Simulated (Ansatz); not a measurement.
# Fe wire along [100], 13 atoms a period: bands along the axis, part 2 of 2

What gap, if any, does the Fe wire along [100], 13 atoms a period have, and how many channels would it open?

Ansatz 0.2.0; DFT PBE, plane waves, PAW; relaxation of a wire's period; PAW set soft_1 (the session's first sound run).

So far: Starting point; The relaxed wire.

### 2. The relaxed wire (continued)

The steps of the relaxation:

```csv
step,energy less that of the first step (eV),largest force component (eV/Å),pressure (GPa),volume (Å³)
1,0.0000,0.8650,-2.88,439.36
2,-0.4908,0.4140,-1.26,430.64
3,-0.6265,0.1822,0.47,425.32
4,-0.6413,0.0144,-0.09,427.65
5*,-0.6358,0.0141,-0.09,427.65
```

Relaxation steps marked * repeat the geometry before them on a plane-wave basis chosen anew for their cell, so energy and pressure can jump there.

Forces are held to the 16 operations that the run works with; a distortion that breaks them can't arise in this run.

```csv
cell as run,before,after,change
c (Å),2.830,2.755,-2.7 %
```

The atoms that moved most (Å, along periodic axes as changes of fractional coordinates times the final cell, across vacuum about the mean position):

```csv
atom,dx,dy,dz,length
Fe9,-0.153,-0.153,0.000,0.216
Fe3,0.153,-0.153,0.000,0.216
Fe7,-0.153,0.153,0.000,0.216
Fe1,0.153,0.153,0.000,0.216
Fe4,0.000,-0.066,0.000,0.066
Fe2,-0.066,0.000,0.000,0.066
Fe8,0.066,0.000,0.000,0.066
Fe6,0.000,0.066,0.000,0.066
```

This step gave:

```yaml
energy_at_zero_smearing: -58233.3860 eV
total_moment: 35.16 μB
absolute_moment: 36.40 μB
cell_length_along_the_wire: 2.755 Å
```

Site moment by atom:

```csv
atom,site moment (μB)
Fe1,2.82
Fe2,2.95
Fe3,2.82
Fe4,2.95
Fe5,2.08
Fe6,2.95
Fe7,2.82
Fe8,2.95
Fe9,2.82
Fe10,2.14
Fe11,2.14
Fe12,2.14
Fe13,2.14
```

The cell's length comes to 2.755 Å with an absolute moment of 36.40 μB a cell.

### 3. The wire at its relaxed period

This step: DFT PBE, plane waves, PAW; bands of a perfect wire; PAW set soft_1 (Ansatz 0.2.0).

At the relaxed period the bands are computed along the axis; those that cross an energy going forward count the channels that a perfect wire would open there.

File input.yaml:

```yaml
crystal:
  lattice:
    - [12.46, 0.0, 0.0]
    - [0.0, 12.46, 0.0]
    - [0.0, 0.0, 2.7545926329]
  atoms:
    - { symbol: Fe, position: [0.285115259, 0.285115259, 0.0], spin: 2.82 }
    - { symbol: Fe, position: [0.267547813, 0.5, 0.0], spin: 2.95 }
    - { symbol: Fe, position: [0.285115259, 0.714884741, 0.0], spin: 2.82 }
    - { symbol: Fe, position: [0.5, 0.267547813, 0.0], spin: 2.95 }
    - { symbol: Fe, position: [0.5, 0.5, 0.0], spin: 2.08 }
    - { symbol: Fe, position: [0.5, 0.732452187, 0.0], spin: 2.95 }
    - { symbol: Fe, position: [0.714884741, 0.285115259, 0.0], spin: 2.82 }
    - { symbol: Fe, position: [0.732452187, 0.5, 0.0], spin: 2.95 }
    - { symbol: Fe, position: [0.714884741, 0.714884741, 0.0], spin: 2.82 }
    - { symbol: Fe, position: [0.389330371, 0.389330371, 0.5], spin: 2.14 }
    - { symbol: Fe, position: [0.389330371, 0.610669629, 0.5], spin: 2.14 }
    - { symbol: Fe, position: [0.610669629, 0.389330371, 0.5], spin: 2.14 }
    - { symbol: Fe, position: [0.610669629, 0.610669629, 0.5], spin: 2.14 }
magnetization:
  spin_polarized: true
kpoints:
  mp_grid: { grid: [1, 1, 30] }
  band_path: { path: ["Γ", Z], npoints: 90 }
scf:
  occupations: { method: fermi_dirac, width: 0.05 }
hamiltonian:
  xc: pbe
  pseudopotentials: { kind: paw, azcp: { folder: soft_1 } }
output:
  dos: { e_range: [-5, 4] }
  write_potential: true
  write_density: true
  volumetric_format: npy
```

Launch:

```
$ ansatz run input.yaml --threads 4 --pin off --max-ram 16384MiB --backend cpu --events-out ev --progress --plain --runs-dir out
```

Numbers of over 12 decimals in the logs are rounded to 6 here.

Output:

```text
[...]
Crystal: 13 atoms, lattice volume = 427.655 Å³
Basis set: ecut = 420 eV, 8409 PW (Γ)
Bands: 146, of which v1, the nominal top of the filled ones, is band 104 counted from 1 (103 counted from 0)
Symmetry: 16 space group operations
[...]
k-points: 16 of 30
[...]
Starting moments: Σ|m| = 33.72 μB on 13 of 13 sites
[...]
SCF iter   1: F=—  HF=-58230.598384 eV  |F-HF|=—  |Δ(HF+E_count)|=         —  Δρ=4.96e-2 (↑3.28e-2 ↓4.96e-2)  dr2=5.45e1  dr2_m=5.25e0  M=36.496 μB ∫|m|=36.719 μB  β_m=0.30  ethr=3.10e-3  ⟨swp⟩=7.9  Hψ=20983  notcnv=0  defer=234
[...]
SCF iter  14: F=-58233.444528 eV  HF=-58233.444528 eV  |F-HF|=2.17e-8  |Δ(HF+E_count)|=   5.76e-9  Δρ=1.63e-6 (↑8.96e-7 ↓1.63e-6)  dr2=2.26e-8  dr2_m=1.63e-9  M=35.215 μB ∫|m|=36.434 μB  ethr=3.12e-11  ⟨swp⟩=11.6  Hψ=23741  notcnv=0
SCF 1 converged in 14 iterations: F = -58233.444528 eV  dr2 = 2.26e-8
[...]
WARN: The output density's exchange-correlation potential varies sharply where the density is thin. Do not read a vacuum level from v_tot or v_xc, or from such a field of the output density. On a cell that repeats whose density bears no net charge and no dipole along the vacuum's axis use v_es (v_loc + v_h of the components); under efield.dipole_correction with no amplitude use v_es + v_field, which holds any externa [...]
NSCF: frozen V_eff on 91 k-points
SCF converged after 14 iterations
Magnetization: 35.2150 μB (121.6075 up, 86.3925 down)
Absolute magnetization: 36.4382 μB (∫|ρ↑−ρ↓|, with the PAW one-centre terms)
[...]
Per-site moments (μB) at R_I (Å): [(2.827157, 0.946888), (2.954454, 1.018880), (2.827157, 0.946888), (2.954454, 1.018880), (2.078036, 0.984823), (2.954454, 1.018880), (2.827157, 0.946888), (2.954454, 1.018880), (2.827157, 0.946888), (2.146002, 0.946888), (2.146002, 0.946888), (2.146002, 0.946888), (2.146002, 0.946888)]
Free energy (F): -58233.444528 eV
[...]
Internal energy: -58233.321847 eV  (E = F + TS)
E sigma→0 (E₀):  -58233.383188 eV
Entropy (-TS):   -0.122681 eV (-9.437 meV/atom)
Fermi energy:    4.176106 eV
[...]
--- Band table (eV; the first three rows and the last of 32) ---
  k-point 0 ↑: bands = [... 100 lower, 2.4144, 2.4452, 2.4545, 2.5569, 2.5569, 2.6379, 2.6379, 2.8038, ... 38 higher]
  k-point 1 ↑: bands = [... 100 lower, 2.4076, 2.4372, 2.4636, 2.5536, 2.5536, 2.6025, 2.6025, 2.8200, ... 38 higher]
  k-point 2 ↑: bands = [... 100 lower, 2.4360, 2.4435, 2.4815, 2.4815, 2.5150, 2.6398, 2.6398, 2.8555, ... 38 higher]
  k-point 15 ↓: bands = [... 100 lower, 5.6226, 5.6683, 5.6683, 5.7517, 5.7517, 5.7802, 5.8032, 5.8163, ... 38 higher]
```

The job ended after 3.8 min (4 threads of Intel Xeon Platinum 8259CL at 2.50GHz (Skylake/Cascade Lake), shared host; peak memory 5 GiB).

Reading the cycles: dr2 is the Hartree energy of the density residual (eV), the measure of convergence; HF is the Harris–Foulkes estimate of the energy, which meets the free energy F at convergence.

Numbers from this step:

| Quantity | Value |
| --- | --- |
| energy at zero smearing | -58233.3832 eV |
| total moment | 35.21 μB |
| absolute moment | 36.44 μB |
| band gap | 0 eV |

Between Γ and Z the bands cross the Fermi level 14 times, so a perfect wire would conduct at least 7 G₀, with an absolute moment of 36.44 μB a cell.

### 4. Outcome

| Item | Value |
| --- | --- |
| cell length, PBE | 2.755 Å |
| absolute moment, PBE | 36.4 μB |
| ballistic conductance by band crossings, a lower bound, PBE | 7 G₀ |

In words: Under PBE the cell's length is 2.75 Å, the absolute moment is 36.44 μB a cell, and the bands cross the Fermi level 14 times between Γ and Z, which gives a perfect wire at least 7 G₀ (opposite crossings within one step of the path cancel in such a count). In the perfect wire the moments were started parallel, and no opposed start was run. No search over magnetic orders was made; another may lie lower.

[Logs are printed without paths, hosts, clocks, repeated set-up lines and the standing remarks that a program may print on its own settings, such as how far it seeks lower states.]

[Hosts, paths, dates, database ids (printed as entryN), source tags and the programs' standing remarks are cut or masked in the printed files.]
